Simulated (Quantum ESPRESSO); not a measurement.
## KCrF3: which magnetic order is lowest

Aim: find out which collinear order of KCrF3 costs least.

Main program and level: Quantum ESPRESSO 7.5; PBEsol; plane waves with GBRV 1.5 PBEsol potentials, no spin-orbit coupling.

**1. Starting point**

Symmetry: C2/m, No. 12, monoclinic system. The conventional cell has a = 7.977 Å, b = 8.575 Å, c = 5.826 Å, α = 90.00°, β = 133.11°, γ = 90.00°. Nearest to K lie 12 F at 2.79 to 3.21 Å. Nearest to Cr lie 6 F at 1.98 to 2.31 Å. Nearest to Cr lie 6 F at 1.98 to 2.30 Å. Nearest to F lie 2 Cr at 1.98 to 2.30 Å and 4 K at 2.79 to 3.09 Å. Nearest to F lie 2 Cr at 1.98 to 2.31 Å and 4 K at 2.92 Å. Nearest to F lie 2 Cr at 2.00 to 2.02 Å and 4 K at 2.84 to 3.21 Å. Farther neighbours and most contacts between anions are not listed.

The cell comes from the Crystallography Open Database.

**2. Run 1 (ferro ++)**

The signs are those of the starting moments on the seeded atoms, the atoms that are given a moment.

File pw.in:

```
&CONTROL
  calculation = 'scf'
  prefix = 'pwscf'
  outdir = './tmp'
  pseudo_dir = './pseudo'
  disk_io = 'nowf'
/
&SYSTEM
  ibrav = 0
  celldm(1) = 8
  nat = 10
  ntyp = 3
  ecutwfc = 40
  ecutrho = 280
  nbnd = 61
  occupations = 'smearing'
  smearing = 'fd'
  degauss = 0.00367493
  nspin = 2
  starting_magnetization(1) = 0
  starting_magnetization(2) = 0.2143
  starting_magnetization(3) = 0
/
&ELECTRONS
  conv_thr = 2d-08
  electron_maxstep = 150
  mixing_beta = 0.3
/
ATOMIC_SPECIES
K      39.0983 k_pbesol_v1.4.uspp.F.UPF
Cr     51.9961 cr_pbesol_v1.5.uspp.F.UPF
F      18.9984 f_pbesol_v1.4.uspp.F.UPF
CELL_PARAMETERS alat
   0.9420908473870   -1.0128306056215    0.0000000000000
   0.9420908473870    1.0128306056215    0.0000000000000
  -0.9405799644852    0.0000000000000    1.0047336551355
ATOMIC_POSITIONS crystal
K       0.2516000000    0.7484000000    0.0000000000
K       0.7484000000    0.2516000000    0.0000000000
Cr      0.0000000000    0.0000000000    0.5000000000
Cr      0.5000000000    0.5000000000    0.5000000000
F       0.7980000000    0.7980000000    0.0370000000
F       0.2020000000    0.2020000000    0.9630000000
F       0.7305000000    0.2695000000    0.5000000000
F       0.2695000000    0.7305000000    0.5000000000
F       0.2800000000    0.2800000000    0.5580000000
F       0.7200000000    0.7200000000    0.4420000000
K_POINTS automatic
6 6 6 0 0 0
```

Command:

```bash
OMP_NUM_THREADS=1 mpirun -n 4 pw.x -nk 4 -in pw.in > pw.out
```

The log of the run:

```text
Program PWSCF v.7.5 starts

     Message from routine setup:
     using ibrav=0 with symmetry is DISCOURAGED, use correct ibrav instead

     K-points division:     npool     =       4
     Subspace diagonalization in iterative solution of the eigenvalue problem:

     G-vector sticks info
     --------------------
     sticks:   dense  smooth     PW     G-vecs:    dense   smooth      PW
     Sum        2727    1559    507                77649    33571    6225

     Using Slab Decomposition

     bravais-lattice index     =            0
     lattice parameter (alat)  =       8.0000  a.u.
     unit-cell volume          =     981.7039 (a.u.)^3
     number of atoms/cell      =           10
     number of atomic types    =            3
     number of electrons       =        88.00
     number of Kohn-Sham states=           61
     kinetic-energy cutoff     =      40.0000  Ry
     charge density cutoff     =     280.0000  Ry
     scf convergence threshold =      2.0E-08
     mixing beta               =       0.3000
     number of iterations used =            8  plain     mixing
     Exchange-correlation= SLA  PW   PSX  PSC
                           (   1   4  10   8   0   0   0)

     celldm(1)=   8.000000  celldm(2)=   0.000000  celldm(3)=   0.000000
     celldm(4)=   0.000000  celldm(5)=   0.000000  celldm(6)=   0.000000

     crystal axes: (cart. coord. in units of alat)
               a(1) = (   0.942091  -1.012831   0.000000 )
               a(2) = (   0.942091   1.012831   0.000000 )
               a(3) = (  -0.940580   0.000000   1.004734 )

     reciprocal axes: (cart. coord. in units 2 pi/alat)
               b(1) = (  0.530734 -0.493666  0.496846 )
               b(2) = (  0.530734  0.493666  0.496846 )
               b(3) = ( -0.000000  0.000000  0.995289 )

     PseudoPot. # 1 for K  read from file:
     k_pbesol_v1.4.uspp.F.UPF
     Pseudo is Ultrasoft + core correction, Zval =  9.0
     Generated by new atomic code, or converted to UPF format
     Using radial grid of  841 points,  6 beta functions with:
                l(1) =   0
                l(2) =   0
                l(3) =   1
                l(4) =   1
                l(5) =   2
                l(6) =   2
     Q(r) pseudized with  6 coefficients,  rinner =    1.500   1.500   1.500
                                                       1.500   1.500

     PseudoPot. # 2 for Cr read from file:
     cr_pbesol_v1.5.uspp.F.UPF
     Pseudo is Ultrasoft + core correction, Zval = 14.0
     Generated by new atomic code, or converted to UPF format
     Using radial grid of  857 points,  6 beta functions with:
                l(1) =   0
                l(2) =   0
                l(3) =   1
                l(4) =   1
                l(5) =   2
                l(6) =   2
     Q(r) pseudized with  8 coefficients,  rinner =    0.950   0.950   0.950
                                                       0.950   0.950

     PseudoPot. # 3 for F  read from file:
     f_pbesol_v1.4.uspp.F.UPF
     Pseudo is Ultrasoft, Zval =  7.0
     Generated by new atomic code, or converted to UPF format
     Using radial grid of  799 points,  4 beta functions with:
                l(1) =   0
                l(2) =   0
                l(3) =   1
                l(4) =   1
     Q(r) pseudized with  8 coefficients,  rinner =    0.950   0.950   0.950

     atomic species   valence    mass     pseudopotential
     K                 9.00    39.09830     K ( 1.00)
     Cr               14.00    51.99610     Cr( 1.00)
     F                 7.00    18.99840     F ( 1.00)

     Starting magnetic structure
     atomic species   magnetization
     K               0.000
     Cr              0.214
     F               0.000

      4 Sym. Ops., with inversion, found

   Cartesian axes

     site n.     atom                  positions (alat units)
         1        K      tau(   1) = (   0.9420908   0.5031742   0.0000000  )
         2        K      tau(   2) = (   0.9420908  -0.5031742   0.0000000  )
         3        Cr     tau(   3) = (  -0.4702900   0.0000000   0.5023668  )
         4        Cr     tau(   4) = (   0.4718009   0.0000000   0.5023668  )
         5        F      tau(   5) = (   1.4687755  -0.0000000   0.0371751  )
         6        F      tau(   6) = (  -0.5251738   0.0000000   0.9675585  )
         7        F      tau(   7) = (   0.4718009  -0.4669149   0.5023668  )
         8        F      tau(   8) = (   0.4718009   0.4669149   0.5023668  )
         9        F      tau(   9) = (   0.0027273  -0.0000000   0.5606414  )
        10        F      tau(  10) = (   0.9408745   0.0000000   0.4440923  )

     number of k points=    68  Fermi-Dirac smearing, width (Ry)=  0.0037
                       cart. coord. in units 2pi/alat
        k(    1) = (   0.0000000   0.0000000   0.0000000), wk =   0.0046296
        k(    2) = (   0.0000000   0.0000000   0.1658814), wk =   0.0092593
        k(    3) = (   0.0000000   0.0000000   0.3317629), wk =   0.0092593
        k(    4) = (   0.0000000   0.0000000  -0.4976443), wk =   0.0046296
        k(    5) = (   0.0884557   0.0822777   0.0828077), wk =   0.0185185
        [... 63 further k-points ...]

     Dense  grid:    77649 G-vectors     FFT dimensions: (  60,  60,  60)

     Smooth grid:    33571 G-vectors     FFT dimensions: (  45,  45,  45)

     Check: negative core charge=   -0.000004
     Generating pointlists ...
     new r_m :   0.2717 (alat units)  2.1732 (a.u.) for type    1
     new r_m :   0.1926 (alat units)  1.5408 (a.u.) for type    2
     new r_m :   0.1926 (alat units)  1.5408 (a.u.) for type    3

     Initial potential from superposition of free atoms

     starting charge      84.9926, renormalised to      88.0000

     negative rho (up, down):  1.660E-03 1.072E-03
     Starting wfcs are   60 randomized atomic wfcs +    1 random wfcs

     Self-consistent Calculation

     iteration #  1     ecut=    40.00 Ry     beta= 0.30
     Davidson diagonalization with overlap
     ethr =  1.00E-02,  avg # of iterations =  8.0

     Threshold (ethr) on eigenvalues was too large:
     Diagonalizing with lowered threshold

     Davidson diagonalization with overlap
     ethr =  4.47E-04,  avg # of iterations =  2.2

     negative rho (up, down):  7.974E-04 1.805E-03

     total energy              =    -756.51539727 Ry
     estimated scf accuracy    <       0.41519874 Ry

     total magnetization       =     8.00 Bohr mag/cell
     absolute magnetization    =     8.04 Bohr mag/cell

     iteration #  2     ecut=    40.00 Ry     beta= 0.30
     Davidson diagonalization with overlap
     ethr =  4.72E-04,  avg # of iterations =  2.0

     negative rho (up, down):  0.000E+00 2.630E-03

     total energy              =    -756.52634384 Ry
     estimated scf accuracy    <       0.11812615 Ry

     total magnetization       =     8.00 Bohr mag/cell
     absolute magnetization    =     8.06 Bohr mag/cell

     iteration #  3     ecut=    40.00 Ry     beta= 0.30
     Davidson diagonalization with overlap
     ethr =  1.34E-04,  avg # of iterations =  9.0

     negative rho (up, down):  0.000E+00 3.074E-03

     total energy              =    -756.53839565 Ry
     estimated scf accuracy    <       0.03238532 Ry

     total magnetization       =     8.00 Bohr mag/cell
     absolute magnetization    =     8.08 Bohr mag/cell

     [... further iterations left out ...]

     iteration #  9     ecut=    40.00 Ry     beta= 0.30
     Davidson diagonalization with overlap
     ethr =  1.58E-08,  avg # of iterations =  2.9

     negative rho (up, down):  0.000E+00 9.118E-03

     total energy              =    -756.54933133 Ry
     estimated scf accuracy    <       0.00000136 Ry

     total magnetization       =     8.00 Bohr mag/cell
     absolute magnetization    =     8.12 Bohr mag/cell

     iteration # 10     ecut=    40.00 Ry     beta= 0.30
     Davidson diagonalization with overlap
     ethr =  1.55E-09,  avg # of iterations =  4.0

     negative rho (up, down):  0.000E+00 9.116E-03

     total energy              =    -756.54933224 Ry
     estimated scf accuracy    <       0.00000015 Ry

     total magnetization       =     8.00 Bohr mag/cell
     absolute magnetization    =     8.12 Bohr mag/cell

     iteration # 11     ecut=    40.00 Ry     beta= 0.30
     Davidson diagonalization with overlap
     ethr =  1.68E-10,  avg # of iterations =  3.5

     negative rho (up, down):  0.000E+00 9.114E-03

     total energy              =    -756.54933251 Ry
     estimated scf accuracy    <       0.00000008 Ry

     total magnetization       =     8.00 Bohr mag/cell
     absolute magnetization    =     8.12 Bohr mag/cell

     iteration # 12     ecut=    40.00 Ry     beta= 0.30
     Davidson diagonalization with overlap
     ethr =  9.21E-11,  avg # of iterations =  2.1

     negative rho (up, down):  0.000E+00 9.112E-03

     Magnetic moment per site  (integrated on atomic sphere of radius R)
     atom   1 (R=0.272)  charge=  7.5587  magn=  0.0033
     atom   2 (R=0.272)  charge=  7.5587  magn=  0.0033
     atom   3 (R=0.193)  charge= 11.0181  magn=  3.0667
     atom   4 (R=0.193)  charge= 11.0157  magn=  3.0487
     atom   5 (R=0.193)  charge=  6.4474  magn=  0.0300
     atom   6 (R=0.193)  charge=  6.4474  magn=  0.0300
     atom   7 (R=0.193)  charge=  6.4470  magn=  0.0304
     atom   8 (R=0.193)  charge=  6.4470  magn=  0.0304
     atom   9 (R=0.193)  charge=  6.4690  magn=  0.0252
     atom  10 (R=0.193)  charge=  6.4690  magn=  0.0252

     End of self-consistent calculation

     Number of k-points >= 100: set verbosity='high' to print the bands.

     the Fermi energy is     8.0629 ev

!    total energy              =    -756.54933271 Ry
     estimated scf accuracy    <       0.00000001 Ry
     smearing contrib. (-TS)   =      -0.00052746 Ry
     internal energy E=F+TS    =    -756.54880526 Ry

     The total energy is F=E-TS. E is the sum of the following terms:
     one-electron contribution =    -419.78201169 Ry
     hartree contribution      =     249.72376610 Ry
     xc contribution           =    -118.26586874 Ry
     ewald contribution        =    -468.22469093 Ry

     total magnetization       =     8.00 Bohr mag/cell
     absolute magnetization    =     8.12 Bohr mag/cell

     convergence has been achieved in  12 iterations

=------------------------------------------------------------------------------=
   JOB DONE.
=------------------------------------------------------------------------------=
```

Run time: 3 min. Hardware: 4 MPI ranks of Intel Xeon Platinum 8375C at 2.90GHz (Ice Lake), shared host; peak memory 1.2 GiB; 12 min of CPU time.

Spin moment in the atom's sphere by atom:

| atom | spin moment in the atom's sphere (μB) |
| --- | --- |
| K1 | 0.00 |
| K2 | 0.00 |
| Cr3 | 3.07 |
| Cr4 | 3.05 |
| F5 | 0.03 |
| F6 | 0.03 |
| F7 | 0.03 |
| F8 | 0.03 |
| F9 | 0.03 |
| F10 | 0.03 |

Read from the output:

| Quantity | Value |
| --- | --- |
| smearing term TS | 0.007176 eV |
| magnetization | 8 μB |
| absolute magnetization | 8.119 μB |
| final state | ferromagnetic |

Spin density in the bc plane of the conventional cell at fractional x = 0.000, with atoms of K and Cr and F within 0.2 Å of it.

Ten even steps from '0' (-0.1 e/Å³) to '9' (4.2 e/Å³), each cell a mean:
```
000000000000000000000000
000000000000000000000000
000000000000000000000000
000000000000000000000000
000000000000000000000000
100000000000100000000001
520000000014520000000014
951000000016930000000029
841000000016830000000027
210000000002210000000012
000000000000000000000000
000000000000000000000000
000000000000000000000000
000000000000000000000000
000000000000000000000000
000000000000000000000000
```
Columns run along b (8.6 Å), rows up along c (5.8 Å), edges of the conventional cell, whose origin can differ from the input's. Atoms in or near the plane, at fractional coordinates: K at (0.75, 0.00), K at (0.25, 0.00), Cr at (0.00, 0.50), Cr at (0.50, 0.50), F at (0.27, 0.50), F at (0.73, 0.50).

Valence density in the bc plane of the conventional cell at fractional x = 0.000, with atoms of K and Cr and F within 0.2 Å of it. It is the smooth field of the valence electrons, not physical close to the nuclei.

Ten steps, logarithmic in the rise over the least value, from '0' (0 e/Å³) to '9' (13 e/Å³), each cell a mean:
```
000367664100000367664100
000146653100000246653100
100013321000000023321000
110000100000100000100001
210001110011110011100011
431112332124431123321124
973135764258973357742258
994247995379994479952379
984237985369984479852369
752124653246752245531146
321011221112321112210112
110000000001110000000011
100001110000000011110001
000124432000000134431000
000256764100000256663100
000366675200001366674100
```
Columns run along b (8.6 Å), rows up along c (5.8 Å), edges of the conventional cell, whose origin can differ from the input's. Atoms in or near the plane, at fractional coordinates: K at (0.75, 0.00), K at (0.25, 0.00), Cr at (0.00, 0.50), Cr at (0.50, 0.50), F at (0.27, 0.50), F at (0.73, 0.50).

[end of part 1 of 2]

[Logs and program files are shortened in this print: banners, set-up blocks, solver, clock and traceback lines can be left out without a mark of their own.]

[Logs are printed without paths, hosts, clocks, repeated set-up lines and the standing remarks that a program may print on its own settings, such as how far it seeks lower states.]

[Hosts, paths, dates, database ids (printed as entryN), source tags and the programs' standing remarks are cut or masked in the printed files.]

[Where a cell is said to come from a database of computed structures, the database is the Materials Project.]
